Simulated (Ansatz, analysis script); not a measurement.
# Fixed-spin-moment curve of Mo2N, part 2 of 2

Aim: the energy of Mo2N as its total moment is fixed at a series of values, and its answer to a field.

Ansatz 0.2.0; PBEsol with U = 2 eV on Mo d (ortho-atomic projectors), PAW set soft_1 (files made for PBE).

So far. Step 7 (Total moment fixed at 0.514 μB): The energy is 40.1 meV from the state without spin, and the largest site carries 0.160 μB.

### Step 8. Total moment fixed at 1.286 μB

Level of this step: Ansatz DFT, collinear, total moment fixed by two Fermi levels; PBEsol+U, PAW set soft_1; PAW set soft_1 (Ansatz).

File input.yaml:

```yaml
crystal:
  lattice:
    - [1.4407811828, 0.8318354038, 5.0020960731]
    - [-1.4407811828, 0.8318354038, 5.0020960731]
    - [0.0, -1.6636708075, 5.0020960731]
  atoms:
    - { symbol: Mo, position: [0.24289148, 0.24289148, 0.24289148], spin: 0.643 }
    - { symbol: Mo, position: [0.75710852, 0.75710852, 0.75710852], spin: 0.643 }
    - { symbol: "N", position: [0.0, 0.0, 0.0] }
magnetization:
  spin_polarized: true
  initial_magnetization: 1.286
  spin_locking: { lock_magnetization: hard }
kpoints:
  mp_grid: { grid: [16, 16, 16] }
hamiltonian:
  xc: pbesol
  hubbard:
    projectors: ortho-atomic
    sites: [{ species: Mo, l: d, u_eff: 2.0 }]
  pseudopotentials: { kind: paw, azcp: { folder: soft_1 }, xc_functional: pbe }
scf:
  occupations: { method: fermi_dirac, width: 0.05 }
  max_iter: 120
  convergence: { dr2_threshold: 1.0e-08 }
basis:
  ecutwfc: 420.0
```

The run is started by

```sh
ansatz run input.yaml --threads 1 --pin off --max-ram 2560MiB --backend cpu --events-out ev --progress --plain --runs-dir out
```

Numbers of over 12 decimals in the logs are rounded to 6 here.

The log of the run:

```text
[...]
Crystal: 3 atoms, lattice volume = 35.970 Å³
Basis set: ecut = 420 eV, 695 PW (Γ), FFT grids on a1−a3, a2−a3, a3
Bands: 22, of which v1, the nominal top of the filled ones, is band 17 counted from 1 (16 counted from 0)
Symmetry: 12 space group operations
[...]
k-points: 417 of 4096
[...]
Starting moments: Σ|m| = 1.286 μB on 2 of 3 sites
[...]
Absolute magnetization: 1.2863 μB (∫|ρ↑−ρ↓|, with the PAW one-centre terms)
[...]
Per-site moments (μB) at R_I (Å): [(0.382690, 0.885654), (0.382690, 0.885654), (0.037754, 0.885654)]
Free energy (F): -10169.417833 eV
[...]
Internal energy: -10169.403367 eV  (E = F + TS)
E sigma→0 (E₀):  -10169.410600 eV
Entropy (-TS):   -0.014466 eV (-4.822 meV/atom)
Fermi energy:    20.499072 (↑ 20.875421, ↓ 20.122723) eV
[...]
Occupation matrices written to <dir>
[key lines of the parts left out:]
SCF converged after 9 iterations
Magnetization: 1.2860 μB (17.1430 up, 15.8570 down)
```

Run time: 11 min. Hardware: 1 thread of Arm Neoverse V2, shared host; peak memory 1.6 GiB.

The energy is 245 meV from the state without spin, and the largest site carries 0.383 μB.

### Step 9. Total moment fixed at 1.8 μB

input.yaml, the sections that differ from step 8:

```yaml
crystal:
  lattice:
    - [1.4407811828, 0.8318354038, 5.0020960731]
    - [-1.4407811828, 0.8318354038, 5.0020960731]
    - [0.0, -1.6636708075, 5.0020960731]
  atoms:
    - { symbol: Mo, position: [0.24289148, 0.24289148, 0.24289148], spin: 0.9 }
    - { symbol: Mo, position: [0.75710852, 0.75710852, 0.75710852], spin: 0.9 }
    - { symbol: "N", position: [0.0, 0.0, 0.0] }
magnetization:
  spin_polarized: true
  initial_magnetization: 1.8
  spin_locking: { lock_magnetization: hard }
# kpoints, hamiltonian, scf, basis: as in step 8
```

The log of the run:

```text
[...]
Crystal: 3 atoms, lattice volume = 35.970 Å³
Basis set: ecut = 420 eV, 695 PW (Γ), FFT grids on a1−a3, a2−a3, a3
Bands: 22, of which v1, the nominal top of the filled ones, is band 17 counted from 1 (16 counted from 0)
Symmetry: 12 space group operations
[...]
k-points: 417 of 4096
[...]
Starting moments: Σ|m| = 1.8 μB on 2 of 3 sites
[...]
Absolute magnetization: 1.8001 μB (∫|ρ↑−ρ↓|, with the PAW one-centre terms)
[...]
Per-site moments (μB) at R_I (Å): [(0.528035, 0.885654), (0.528035, 0.885654), (0.071154, 0.885654)]
Free energy (F): -10169.180725 eV
[...]
Internal energy: -10169.166257 eV  (E = F + TS)
E sigma→0 (E₀):  -10169.173491 eV
Entropy (-TS):   -0.014468 eV (-4.823 meV/atom)
Fermi energy:    20.564119 (↑ 21.111255, ↓ 20.016983) eV
[...]
Occupation matrices written to <dir>
[key lines of the parts left out:]
SCF converged after 9 iterations
Magnetization: 1.8000 μB (17.4000 up, 15.6000 down)
```

Run time: 10 min. Hardware: 1 thread; peak memory 1.6 GiB.

The energy is 482 meV from the state without spin, and the largest site carries 0.528 μB.

3 more runs differ from these in the same keys alone and are tabled below.

### Step 10. No field, tight threshold

A field gives a second route to the same curve. A thousand tesla shift each spin by 58 meV, and the threshold is tightened so that small induced moments are resolved.

input.yaml, the sections that differ from step 9:

```yaml
crystal:
  lattice:
    - [1.4407811828, 0.8318354038, 5.0020960731]
    - [-1.4407811828, 0.8318354038, 5.0020960731]
    - [0.0, -1.6636708075, 5.0020960731]
  atoms:
    - { symbol: Mo, position: [0.24289148, 0.24289148, 0.24289148], spin: 0.3 }
    - { symbol: Mo, position: [0.75710852, 0.75710852, 0.75710852], spin: 0.3 }
    - { symbol: "N", position: [0.0, 0.0, 0.0] }
magnetization:
  spin_polarized: true
scf:
  occupations: { method: fermi_dirac, width: 0.05 }
  max_iter: 120
  convergence: { dr2_threshold: 1.0e-10 }
# kpoints, hamiltonian, basis: as in step 9
```

The log of the run:

```text
[...]
Crystal: 3 atoms, lattice volume = 35.970 Å³
Basis set: ecut = 420 eV, 695 PW (Γ), FFT grids on a1−a3, a2−a3, a3
Bands: 21, of which v1, the nominal top of the filled ones, is band 17 counted from 1 (16 counted from 0)
Symmetry: 12 space group operations
[...]
k-points: 417 of 4096
[...]
Starting moments: Σ|m| = 0.6 μB on 2 of 3 sites
[...]
Per-site moments (μB) at R_I (Å): [(4.464862116539329e-7, 0.885654), (4.464862116579343e-7, 0.885654), (4.455348982527456e-7, 0.885654)]
Free energy (F): -10169.663197 eV
[...]
Internal energy: -10169.649669 eV  (E = F + TS)
E sigma→0 (E₀):  -10169.656433 eV
Entropy (-TS):   -0.013529 eV (-4.510 meV/atom)
Fermi energy:    20.539917 eV
[...]
Occupation matrices written to <dir>
[key lines of the parts left out:]
SCF converged after 17 iterations
Magnetization: 0.0000 μB (16.5000 up, 16.5000 down)
```

Elapsed: 61 s, on 1 thread; peak memory 0.77 GiB.

The net moment is 0 μB a cell.

### Step 11. Field of 1500 T

Changes to input.yaml since step 10:

```diff
@@ -11,2 +11,3 @@
   spin_polarized: true
+  magnetic_field: 1500.0
 kpoints:
```

The log of the run:

```text
[...]
Crystal: 3 atoms, lattice volume = 35.970 Å³
Basis set: ecut = 420 eV, 695 PW (Γ), FFT grids on a1−a3, a2−a3, a3
Bands: 21, of which v1, the nominal top of the filled ones, is band 17 counted from 1 (16 counted from 0)
Symmetry: 12 space group operations
[...]
k-points: 417 of 4096
[...]
Starting moments: Σ|m| = 0.6 μB on 2 of 3 sites
[...]
Absolute magnetization: 0.2974 μB (∫|ρ↑−ρ↓|, with the PAW one-centre terms)
[...]
Per-site moments (μB) at R_I (Å): [(0.090920, 0.885654), (0.090920, 0.885654), (-0.00256197, 0.885654)]
Free energy (F): -10169.675701 eV
[...]
Internal energy: -10169.661994 eV  (E = F + TS)
E sigma→0 (E₀):  -10169.668848 eV
Entropy (-TS):   -0.013706 eV (-4.569 meV/atom)
Fermi energy:    20.533680 eV
[...]
Occupation matrices written to <dir>
[key lines of the parts left out:]
SCF converged after 17 iterations
Magnetization: 0.2891 μB (16.6446 up, 16.3554 down)
```

Wall time 58 s (1 thread); peak memory 0.76 GiB.

The net moment is 0.289 μB a cell.

2 more runs differ from these in the same keys alone and are tabled below.

### Step 12. Analysis

The energy less the state without spin by total moment:

| total moment (μB/cell) | energy less the state without spin (meV/cell) |
| --- | --- |
| 0.000 | 0 |
| 0.257 | 9.97 |
| 0.514 | 40.1 |
| 0.771 | 90.4 |
| 1.029 | 159 |
| 1.286 | 245 |
| 1.543 | 353 |
| 1.800 | 482 |

The field that holds a moment is half the difference of the two Fermi levels over μB.

Table of field that holds the moment by total moment:

| total moment (μB/cell) | field that holds the moment (T) |
| --- | --- |
| 0.257 | 1332 |
| 0.514 | 2736 |
| 0.771 | 3984 |
| 1.029 | 5181 |
| 1.286 | 6502 |
| 1.543 | 7981 |
| 1.800 | 9452 |

Site moments:

```csv
total (μB),Mo no. 1 (μB),Mo no. 2 (μB),N no. 3 (μB)
0.257,0.0809,0.0809,-0.0024
0.514,0.1605,0.1605,-0.0017
0.771,0.2368,0.2368,0.0057
1.029,0.3108,0.3108,0.0192
1.286,0.3827,0.3827,0.0378
1.543,0.4544,0.4544,0.0569
1.8,0.528,0.528,0.0712
```

Table of total moment by field:

| field (T) | total moment (μB/cell) |
| --- | --- |
| 0 | 1.9e-6 |
| 300 | 0.0568 |
| 600 | 0.114 |
| 1500 | 0.289 |

A Landau fit E = a2 M² + a4 M⁴ + a6 M⁶ (meV, μB) and the Stoner form E ≈ M² (1/2N − I/4), with the slope taken at the first fixed moment:

This step gave:

| Property | Result |
| --- | --- |
| density of states at the Fermi level, no spin | 1.634 states/eV/cell, both spins, broadened by the smearing |
| Landau coefficients a2, a4, a6 | 153.7, -4.685, 0.9885 meV/μB², meV/μB^4, meV/μB^6 |
| r.m.s. miss of the Landau fit | 0.3010 meV |
| Stoner parameter I | 0.6240 eV, of the cell |
| I·N/2 | 0.5098 I N / 2 from the slope at the first moment; over 1: unstable to a moment |

### Step 13. Results

* state of the free run: non-magnetic
* net moment of the free run: 0 μB
* energy of the free run from the state without spin: 0 meV a cell
* lowest of the fixed moments tried: M = 0 μB, 0 meV
* dM/dB between 0 and 300 T: 0.189 μB a cell per 1000 T

What this shows: From parallel starts in this cell no moment survives, so no ferromagnetic state is found at this level (opposed orders were not tried), and it is far: a cell moment of 1 μB costs 151 meV. E(M) is lowest at M = 0 and costs 482 meV at 1.8 μB. I·N/2 = 0.51 is under 1; exchange enhances the spin susceptibility by about 1/(1 − I·N/2) = 2.0. The two routes can be compared: 1500 T induce 0.289 μB, and the fixed-moment runs need about 1503 T for that moment, by interpolation. The field acts on spins alone. The 11 fixed-moment and field runs took 83 min of wall time, added up. Energies are free energies at a smearing of 0.05 eV, and with partly filled levels differences shift, at times strongly, as the smearing goes to zero.

[Logs and program files are shortened in this print: banners, set-up blocks, solver, clock and traceback lines can be left out without a mark of their own.]

[Logs are printed without paths, hosts, clocks, repeated set-up lines and the standing remarks that a program may print on its own settings, such as how far it seeks lower states.]

[Hosts, paths, dates, database ids (printed as entryN), source tags and the programs' standing remarks are cut or masked in the printed files.]
